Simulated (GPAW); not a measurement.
# An In chain with one bond drawn out by 1.4 Å: converging a transmission, part 2 of 2

Wanted: a convergence study of zero-bias transport through an In chain with one bond drawn out by 1.4 Å, with run times.

GPAW 26.7.0; GPAW LCAO, PAW setups; Landauer transmission from Green's functions with principal layers (ASE), zero bias.

So far. Step 16 (Grid spacing: h = 0.14): The conductance equals that of the base run to 0.2 %.

### 18. Varying the smearing: width = 0.01

Smearing helps the SCF of a metal converge, but it blurs occupations at band edges near the Fermi level.

This step: GPAW LCAO, PAW setups; Landauer transmission from Green's functions with principal layers (ASE), zero bias (GPAW 26.7.0).

The input, run.py:

```python
import json
import numpy as np
from ase import Atoms
from ase.transport.calculators import TransportCalculator
from gpaw import GPAW, FermiDirac
from gpaw.lcao.tools import get_lcao_hamiltonian
from scipy.linalg import eigh

# The junction with lead layers at both ends, along the third cell vector
device = Atoms(
    ['In', 'In', 'In', 'In', 'In', 'In', 'In', 'In', 'In', 'In'],
    positions=[
        [4.50000, 4.50000, 1.47500],
        [4.50000, 4.50000, 4.42500],
        [4.50000, 4.50000, 7.37500],
        [4.50000, 4.50000, 10.32500],
        [4.50000, 4.50000, 13.27500],
        [4.50000, 4.50000, 17.62500],
        [4.50000, 4.50000, 20.57500],
        [4.50000, 4.50000, 23.52500],
        [4.50000, 4.50000, 26.47500],
        [4.50000, 4.50000, 29.42500]],
    cell=[[9.0, 0.0, 0.0], [0.0, 9.0, 0.0], [0.0, 0.0, 30.9]],
    pbc=True)

# One principal layer of the lead: the first 3 atoms of the device
lead = Atoms(
    ['In', 'In', 'In'],
    positions=[
        [4.50000, 4.50000, 1.47500],
        [4.50000, 4.50000, 4.42500],
        [4.50000, 4.50000, 7.37500]],
    cell=[[9.0, 0.0, 0.0], [0.0, 9.0, 0.0], [0.0, 0.0, 8.85]],
    pbc=True)

settings = dict(mode='lcao', basis='szp(dzp)', xc='PBE', h=0.2,
                occupations=FermiDirac(0.01), maxiter=250,
                mixer=dict(beta=0.1, nmaxold=8, weight=100.0),
                convergence=dict(density=0.0001))
energies = np.arange(-2, 2 + 1e-9, 0.05)
eta = 0.0001
n1, n2 = 1, 1
# k and -k transmit alike, so half of the mesh across the current serves
mesh = [(i, j) for i in range(n1) for j in range(n2) if (i, j) <= (-i % n1, -j % n2)]
weights = np.array([1 if (i, j) == (-i % n1, -j % n2) else 2 for i, j in mesh]) / (n1 * n2)

# [... helper functions left out ...]
fermi_lead = ground_state(lead, (1, 1, 13), 'lead.txt')
fermi_device = ground_state(device, (1, 1, 3), 'device.txt')
# [... loop over the mesh left out, but for ...]
        # Shift the lead onto the potential of the device's first layer
        shift = ((H[:, 0, 0] - H0[:, 0, 0]) / S0[0, 0]).real.mean()
# [...]
kT = 8.617333e-5 * 500
bias = [0.1, 0.2, 0.5, 1.0, 1.5, 2.0]
# [... integrals and printing left out ...]
```

Started as:

```
> OMP_NUM_THREADS=1 OPENBLAS_NUM_THREADS=1 python run.py
```

Run time: 40 s. Hardware: 1 thread of Arm Neoverse V2, shared host; peak memory 1 GiB.

This step gave:

* conductance: 1.144 G₀
* largest misfit of the first principal layer: 0.1031 eV
* shift that aligns the lead: -0.02818 eV
* transmission at the Fermi level (one spin): 1.419

One spin. The transmission, zone mean by energy, zero at the Fermi level:

energy (eV), transmission, zone mean and a bar:
```
    -2.00       0.00 
    -1.90       0.00 
    -1.80       0.00 
    -1.70       0.00 
    -1.55       0.00 
    -1.45       0.00 
    -1.35       0.00 
    -1.25       0.00 
    -1.15       0.18 ####
    -1.05       0.30 ######
    -0.90       0.38 ########
    -0.80       0.41 #########
    -0.70       0.43 #########
    -0.60       0.45 ##########
    -0.50       0.46 ##########
    -0.40       0.47 ##########
    -0.25       0.49 ##########
    -0.15       0.50 ##########
    -0.05       1.14 ########################
     0.00       1.42 ##############################
     0.05       1.29 ###########################
     0.15       0.98 #####################
     0.25       0.86 ##################
     0.40       0.83 #################
     0.50       0.83 ##################
     0.60       0.85 ##################
     0.70       0.87 ##################
     0.80       0.89 ###################
     0.90       0.91 ###################
     1.05       0.94 ####################
     1.15       0.96 ####################
     1.25       0.98 #####################
     1.35       0.99 #####################
     1.45       1.00 #####################
     1.55       1.00 #####################
     1.70       1.00 #####################
     1.80       1.00 #####################
     1.90       0.99 #####################
     2.00       0.97 #####################
```

Not self-consistent under bias; the bias window is split evenly. The current through one cell, from the zero-bias transmission by bias:

```tsv
bias (V)	current through one cell, from the zero-bias transmission (μA)
0.100	8.70
0.200	16.6
0.500	35.0
1.000	60.6
1.500	85.8
2.000	111
```

The conductance, 1.14 G₀, lies 18 % above that of the base run.

### 19. Varying the smearing: width = 0.03

run.py, as its differences from that of step 18:

```diff
@@ -36,3 +36,3 @@
 settings = dict(mode='lcao', basis='szp(dzp)', xc='PBE', h=0.2,
-                occupations=FermiDirac(0.01), maxiter=250,
+                occupations=FermiDirac(0.03), maxiter=250,
                 mixer=dict(beta=0.1, nmaxold=8, weight=100.0),
```

The job ended after 36 s (1 thread; peak memory 1 GiB).

This step gave:

```
conductance                                 : 1.181 G₀
largest misfit of the first principal layer : 0.1059 eV
shift that aligns the lead                  : -0.02461 eV
transmission at the Fermi level (one spin)  : 1.438
```

One spin. Transmission, zone mean against energy, zero at the Fermi level:

energy (eV), transmission, zone mean and a bar:
```
   -2.000       0.00 
   -1.800       0.00 
   -1.600       0.00 
   -1.400       0.00 
   -1.200       0.10 ##
   -1.000       0.35 #######
   -0.800       0.42 #########
   -0.600       0.45 #########
   -0.400       0.48 ##########
   -0.200       0.49 ##########
    0.000       1.44 ##############################
    0.200       0.91 ###################
    0.400       0.83 #################
    0.600       0.86 ##################
    0.800       0.89 ###################
    1.000       0.93 ###################
    1.200       0.97 ####################
    1.400       0.99 #####################
    1.600       1.00 #####################
    1.800       0.99 #####################
    2.000       0.96 ####################
```

Not self-consistent under bias; the bias window is split evenly. Table of current through one cell, from the zero-bias transmission by bias:

```tsv
bias (V)	current through one cell, from the zero-bias transmission (μA)
0.100	8.98
0.200	17.1
0.500	35.9
1.000	61.6
1.500	87.0
2.000	112
```

The conductance, 1.18 G₀, lies 22 % above that of the base run.

### 20. Smearing: width = 0.2

run.py, as its differences from that of step 19:

```diff
@@ -36,3 +36,3 @@
 settings = dict(mode='lcao', basis='szp(dzp)', xc='PBE', h=0.2,
-                occupations=FermiDirac(0.03), maxiter=250,
+                occupations=FermiDirac(0.2), maxiter=250,
                 mixer=dict(beta=0.1, nmaxold=8, weight=100.0),
```

It took 31 s on 1 thread; peak memory 1 GiB.

The conductance, 0.804 G₀, lies 17 % below that of the base run.

### 21. Smearing: width = 0.4

run.py, as its differences from that of step 20:

```diff
@@ -36,3 +36,3 @@
 settings = dict(mode='lcao', basis='szp(dzp)', xc='PBE', h=0.2,
-                occupations=FermiDirac(0.2), maxiter=250,
+                occupations=FermiDirac(0.4), maxiter=250,
                 mixer=dict(beta=0.1, nmaxold=8, weight=100.0),
```

The job ended after 29 s (1 thread; peak memory 1 GiB).

One spin. The transmission, zone mean by energy, zero at the Fermi level:

```tsv
energy (eV)	transmission, zone mean
-2.000	5.2e-8
-1.800	4.5e-10
-1.600	2.6e-10
-1.400	6.3e-10
-1.200	3.1e-8
-1.000	0.289
-0.800	0.371
-0.600	0.406
-0.400	0.428
-0.200	0.445
0.000	0.609
0.200	0.735
0.400	0.791
0.600	0.836
0.800	0.877
1.000	0.915
1.200	0.951
1.400	0.983
1.600	1.01
1.800	1.03
2.000	1.03
```

The conductance, 0.593 G₀, lies 39 % below that of the base run.

### 22. Convergence in the smearing

This step: convergence of the conductance (GPAW 26.7.0).

Conductance against smearing:

```tsv
smearing (eV)	conductance (G₀)
0.010	1.14
0.030	1.18
0.100	0.967
0.200	0.804
0.400	0.593
```

### 23. What came out

| Quantity | Value |
| --- | --- |
| conductance at the base settings | 0.967 G₀ |
| range over the k-points along the lead (2 to 30) | 0.920 to 0.980 G₀ |
| range over the k-points along the junction cell (1 to 6) | 0.967 to 1.08 G₀ |
| range over the grid spacing (0.14 to 0.3 Å) | 0.967 to 0.970 G₀ |
| range over the smearing (0.01 to 0.4 eV) | 0.593 to 1.18 G₀ |

**Reading.** At the base settings the conductance, averaged at 500 K, is 0.967 G₀. In the k-points along the lead, 8 already gives the conductance within 3 % of the finest value tried; currents at finite bias may need more. In the k-points along the junction cell, 2 already gives the conductance within 3 % of the finest value tried; currents at finite bias may need more. In the grid spacing, no value tried moves the conductance by 3 %. The smearing of the SCF moves the conductance between 0.593 and 1.18 G₀; a narrow width also needs more k-points. T is read at the junction's Fermi level after the lead is aligned to it, so the test of the lead's mesh is blind to a shift of the lead's own level. Over the ranges tried, the smearing moves it most, counted as a ratio. The geometry was built from estimated bond lengths and not relaxed, so the numbers describe this model structure. Spin-orbit coupling is left out, which matters for the heavy atoms here. An evenly spaced straight chain is an idealisation: free chains tend to dimerise, zigzag or, where a band edge lies near the Fermi level, turn magnetic. The currents use the zero-bias T(E) throughout, which holds only while the bias is small against the distance to the nearest feature. Within about eight thermal energies of the Fermi level ln T(E) bends sharply from one computed energy to the next, or the lead's channel count changes, so the thermal averages, above all the thermopower, rest on an interpolation that may be rough.

[Logs are printed without paths, hosts, clocks, repeated set-up lines and the standing remarks that a program may print on its own settings, such as how far it seeks lower states.]

[Hosts, paths, dates, database ids (printed as entryN), source tags and the programs' standing remarks are cut or masked in the printed files.]
